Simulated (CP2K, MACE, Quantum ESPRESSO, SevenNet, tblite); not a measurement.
# Counterpoise by hand: twisted 1T-PtSe2 bilayer, 21.79° (42 atoms), CP2K double zeta, PBE+D3(BJ)

The cell holds 42 atoms (14 Pt and 28 Se). Recipe: 1T-PtSe2 (a = 3.73 Å) under 1T-PtSe2 (a = 3.73 Å), bilayer, commensurate cell of 7 unit cells a layer, twist 21.79 deg; facing planes 3.24 Å apart; 14 Å of vacuum; layers as built, displaced by a Gaussian of 0.01 Å.

Calculated with CP2K 2026.2: PBE+D3(BJ); DZVP-UZH, GTH, 600 Ry; k-points Γ. All runs use one cell and frozen positions; the face is 84.34 Å².

| run | free energy (eV) |
| --- | --- |
| whole cell | -53008.624 |
| lower part alone | -26503.293 |
| upper part alone | -26503.332 |
| lower part, with the upper part's basis functions | -26503.323 |
| upper part, with the lower part's basis functions | -26503.361 |

Task: Find the interaction energy per area with and without counterpoise, and the basis set superposition error of each part.

Worked:

Uncorrected: -53008.624 − (-26503.293) − (-26503.332) = -1.999 eV, or -23.7 meV/Å².

The added functions change the lower part by -26503.323 − (-26503.293) = -0.030 eV and the upper part by -26503.361 − (-26503.332) = -0.029 eV, both downwards, as a larger basis should.

Counterpoise: -53008.624 − (-26503.323) − (-26503.361) = -1.940 eV, or -23.0 meV/Å².

A plane-wave run of the same three cells (Quantum ESPRESSO, PBE+D3(BJ); plane waves, SSSP efficiency, 45/360 Ry; k-points Γ), whose basis doesn't follow the atoms, gives -2.005 eV, or -23.8 meV/Å². The uncorrected value lies 0.1 meV/Å² from it and the corrected one 0.8, on the same side.

Limits: the two programs also differ in potentials, and the geometry isn't a DFT minimum.

[Hosts, paths, dates, database ids (printed as entryN), source tags and the programs' standing remarks are cut or masked in the printed files.]
